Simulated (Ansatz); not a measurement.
# Work function of Pt(100): what the settings cost and change, part 2 of 2

Aim: the work function of Pt(100) across levels of theory at one geometry.

Ansatz 0.2.0; plane-wave DFT, PBE, Ansatz PAW (the session's first sound run).

So far, work function, upper face (eV): step 2 (slab, setting PBE, Ansatz PAW (420 eV)) 5.67; step 5 (RPBE) 5.50; step 6 (r2SCAN) 5.74; step 7 (PBE JTH) 5.67; step 8 (PBE norm-conserving) 5.67.

**9. Run**

This step: plane-wave DFT, LDA, norm-conserving (Ansatz 0.2.0).

The input, input.yaml:

```yaml
crystal:
  lattice:
    - [2.7718585823, 0.0, 0.0]
    - [0.0, 2.7718585823, 0.0]
    - [0.0, 0.0, 29.76]
  atoms:
    - { symbol: Pt, position: [0.0, 0.0, 0.3024193548] }
    - { symbol: Pt, position: [0.5, 0.5, 0.3682795699] }
    - { symbol: Pt, position: [0.0, 0.0, 0.4341397849] }
    - { symbol: Pt, position: [0.5, 0.5, 0.5] }
    - { symbol: Pt, position: [0.0, 0.0, 0.5658602151] }
    - { symbol: Pt, position: [0.5, 0.5, 0.6317204301] }
    - { symbol: Pt, position: [0.0, 0.0, 0.6975806452] }
kpoints:
  mp_grid: { grid: [15, 15, 1] }
hamiltonian:
  xc: lda
  pseudopotentials: { kind: nc }
scf:
  occupations: { method: fermi_dirac, width: 0.1 }
  convergence: { dr2_threshold: 1.0e-09 }
efield:
  axis: 3
  dipole_correction: true
  ramp_position: 0.97
  ramp_width: 0.06
output:
  write_potential: true
  write_density: true
  volumetric_format: npy
```

Run with:

```
ansatz run input.yaml --threads 4 --pin off --max-ram 6144MiB --backend cpu --events-out ev --progress --plain --runs-dir out
```

What it wrote:

```text
[...]
Crystal: 7 atoms, lattice volume = 228.652 Å³
Basis set: ecut = 1142.878222 eV, 20157 PW (Γ)
Bands: 76, of which v1, the nominal top of the filled ones, is band 63 counted from 1 (62 counted from 0)
Symmetry: 8 space group operations
k-points: 36 of 225
[...]
k-point 0: bands = [... 59 lower, 6.6134, 6.7271, 6.8272, 7.1939, 7.3806, 7.3806, 7.5245, 7.5597, ... 9 higher]
  k-point 1: bands = [... 59 lower, 6.5122, 6.9585, 7.0167, 7.0197, 7.0600, 7.4232, 7.4659, 7.5451, ... 9 higher]
  k-point 2: bands = [... 59 lower, 6.4074, 6.5096, 6.7769, 7.0265, 7.0434, 7.2613, 7.3809, 7.6687, ... 9 higher]
  k-point 35: bands = [... 59 lower, 7.8390, 7.8496, 8.3628, 8.3977, 9.6730, 10.3548, 11.3042, 11.9155, ... 9 higher]
[key lines of the parts left out:]
SCF converged after 11 iterations
Free energy (F): -24891.028843 eV
Fermi energy:    7.430572 eV
Dipole field:    D = 0.000000 V/Å  (p = 0.000000 e·Å, saw-weighted, corrected)
Work function:   Φ+ = 6.0547 eV   Φ− = 6.0547 eV
```

Wall time 4.3 min (4 threads of Arm Neoverse N1, shared host); peak memory 3.2 GiB; 15 min of CPU time.

The work function is 6.055 eV, +0.389 eV from the run “PBE, Ansatz PAW (420 eV)”, at 5.1 times its CPU time.

**10. Slab, setting PBE, all layers relaxed**

This step: plane-wave DFT, PBE, Ansatz PAW (Ansatz 0.2.0).

input.yaml: that of step 9 with these lines changed.

```diff
@@ -16,4 +16,3 @@
 hamiltonian:
-  xc: lda
-  pseudopotentials: { kind: nc }
+  xc: pbe
 scf:
@@ -26,2 +25,5 @@
   ramp_width: 0.06
+relax:
+  f_tol: 0.01
+  max_steps: 40
 output:
```

What it wrote:

```text
[...]
Crystal: 7 atoms, lattice volume = 228.652 Å³
Basis set: ecut = 420 eV, 4543 PW (Γ), exchange–correlation on 40×40×400 points (8 copies of the dense FFT grid, shifted against one another)
Bands: 76, of which v1, the nominal top of the filled ones, is band 63 counted from 1 (62 counted from 0)
Symmetry: 8 space group operations
k-points: 36 of 225
[...]
F+E_penalty+E_count = -87659.53821812 eV   max|allowed force component| = 4.291e-3 eV/Å
  atoms:
    - { symbol: Pt, position: [0, 0.0, 0.297843] }
    - { symbol: Pt, position: [0.5, 0.5, 0.364222] }
    - { symbol: Pt, position: [0, 0.0, 0.431969] }
    - { symbol: Pt, position: [0.5, 0.5, 0.500000] }
    - { symbol: Pt, position: [0, 0.0, 0.568031] }
    - { symbol: Pt, position: [0.5, 0.5, 0.635778] }
    - { symbol: Pt, position: [0, 0.0, 0.702157] }
[key lines of the parts left out:]
SCF converged after 12 iterations
Free energy (F): -87659.538218 eV
Fermi energy:    7.700446 eV
Dipole field:    D = 0.000000 V/Å  (p = 0.000000 e·Å, saw-weighted, corrected)
Work function:   Φ+ = 5.6781 eV   Φ− = 5.6781 eV
```

Wall time 2.1 min (4 threads); peak memory 0.87 GiB.

The relaxation took 3 steps and lowered the energy by 0.061 eV; the largest force on the free atoms ends at 0.0043 eV/Å.

The work function is 5.678 eV, +0.013 eV from the run “PBE, Ansatz PAW (420 eV)”, at 2.3 times its CPU time.

**11. Run**

This step: plane-wave DFT, PBE, fully relativistic PAW with spin-orbit coupling (Ansatz 0.2.0).

input.yaml: that of step 10 with these lines changed.

```diff
@@ -17,2 +17,3 @@
   xc: pbe
+  pseudopotentials: { kind: paw_fr }
 scf:
@@ -25,5 +26,5 @@
   ramp_width: 0.06
-relax:
-  f_tol: 0.01
-  max_steps: 40
+magnetization:
+  noncollinear: true
+  spin_orbit: true
 output:
```

What it wrote:

```text
[...]
non-collinear run that drives no moment, with spin-orbit: no starting moment large enough to seed its density (crystal.atoms[].spin), no starting occupations that ask for one, no magnetisation constraint and no magnetic field, so the semilocal B_xc is pinned to zero
Crystal: 7 atoms, lattice volume = 228.652 Å³
[...]
k-point 1: bands = [... 122 lower, 7.2119, 7.2119, 7.2861, 7.2861, 7.4696, 7.4696, 7.5315, 7.5315, ... 22 higher]
  k-point 2: bands = [... 122 lower, 7.1818, 7.1818, 7.2184, 7.2184, 7.3024, 7.3024, 7.6945, 7.6945, ... 22 higher]
  k-point 35: bands = [... 122 lower, 8.7569, 8.7569, 8.7850, 8.7850, 9.8526, 9.8526, 10.5122, 10.5122, ... 22 higher]
[key lines of the parts left out:]
SCF converged after 13 iterations
Magnetization: |M| = 0.0000 μB,  M = (+0.0000, +0.0000, +0.0000) μB
Free energy (F): -87901.933439 eV
Fermi energy:    7.818465 eV
Dipole field:    D = -0.000000 V/Å  (p = -0.000000 e·Å, saw-weighted, corrected)
Work function:   Φ+ = 5.5988 eV   Φ− = 5.5988 eV
```

Run time: 6.5 min. Hardware: 4 threads; peak memory 4 GiB; 24 min of CPU time.

The work function is 5.599 eV, -0.067 eV from the run “PBE, Ansatz PAW (420 eV)”, at 8.0 times its CPU time.

**12. Side by side**

Times are for 4 threads of Arm Neoverse N1, shared host. Results by setting:

```csv
no.,setting,"work function, upper face (eV)",time,memory (GiB)
1,"PBE, Ansatz PAW (420 eV)",5.665,58 s,1
2,"LDA, Ansatz PAW (420 eV)",6.051,53 s,0.99
3,"PBEsol, Ansatz PAW (420 eV)",5.792,55 s,1.0
4,"RPBE, Ansatz PAW (420 eV)",5.499,55 s,1
5,"r2SCAN, Ansatz PAW (500 eV)",5.740,2.8 min,1.6
6,"PBE, JTH PAW (750 eV)",5.671,2 min,1.4
7,"PBE, norm-conserving (1143 eV)",5.665,4.3 min,3.2
8,"LDA, norm-conserving (1143 eV)",6.055,4.3 min,3.2
9,"PBE, all layers relaxed",5.678,2.1 min,0.87
10,PBE with spin-orbit coupling (420 eV),5.599,6.5 min,4.0
```

**13. The same run with other settings**

This step: plane-wave DFT, PBE, Ansatz PAW (Ansatz 0.2.0).

An input spoilt on purpose, to show how the run answers: it repeats the earlier run “PBE, Ansatz PAW (420 eV)” with efield.axis from 3 to 0, and scf.max_iter set to 50; its output block differs too.

input.yaml: that of step 11 with these lines changed.

```diff
@@ -17,3 +17,2 @@
   xc: pbe
-  pseudopotentials: { kind: paw_fr }
 scf:
@@ -21,4 +20,5 @@
   convergence: { dr2_threshold: 1.0e-09 }
+  max_iter: 50
 efield:
-  axis: 3
+  axis: 0
   dipole_correction: true
@@ -26,5 +26,2 @@
   ramp_width: 0.06
-magnetization:
-  noncollinear: true
-  spin_orbit: true
 output:
```

What it wrote:

```text
Error: invalid value for `efield.axis`: must be in [1, 3]; got 0
```

It took 0.04 s on 4 threads; peak memory 0.06 GiB; 0.02 s of CPU time.

The input was rejected at the start.

The program's message: “Error: invalid value for `efield.axis`: must be in [1, 3]; got 0”

The fault put into the input: an axis of 0, outside the range 1 to 3.

**14. What came out**

| Property | Result |
| --- | --- |
| work function, PBE, Ansatz PAW (420 eV) | 5.665 eV |
| work function, LDA, Ansatz PAW (420 eV) | 6.051 eV |
| work function, RPBE, Ansatz PAW (420 eV) | 5.499 eV |
| work function, r2SCAN, Ansatz PAW (500 eV) | 5.740 eV |
| work function, LDA, norm-conserving (1143 eV) | 6.055 eV |
| work function, PBE, all layers relaxed | 5.678 eV |
| work function, PBE with spin-orbit coupling (420 eV) | 5.599 eV |

In words: PBE on the default files gives 5.67 eV, and the settings tried spread the value from 5.50 to 6.05 eV. At one geometry LDA lies 0.39 eV above PBE. The choice of pseudopotentials moves the PBE value by 0.006 eV. Relaxing the layers changes it by +0.013 eV. Spin-orbit coupling, on the fully relativistic files, changes it by -0.07 eV. A compiled measured value is 5.7 eV (arxiv:1902.07811, 2019), but the real face reconstructs and these slabs don't, so it is no test of the method. The ladder's slabs use the tabulated experimental lattice constant (two decimals; a low-temperature value for the alkali metals).

[Long decimals in the printed logs are rounded to 6 places.]

[Logs are printed without paths, hosts, clocks, repeated set-up lines and the standing remarks that a program may print on its own settings, such as how far it seeks lower states.]

[Hosts, paths, dates, database ids (printed as entryN), source tags and the programs' standing remarks are cut or masked in the printed files.]

[Maps of the electrostatic potential energy from Ansatz leave out the sawtooth potential of an applied field or a dipole correction, so their vacuum need not be flat; planar profiles and work functions include it.]
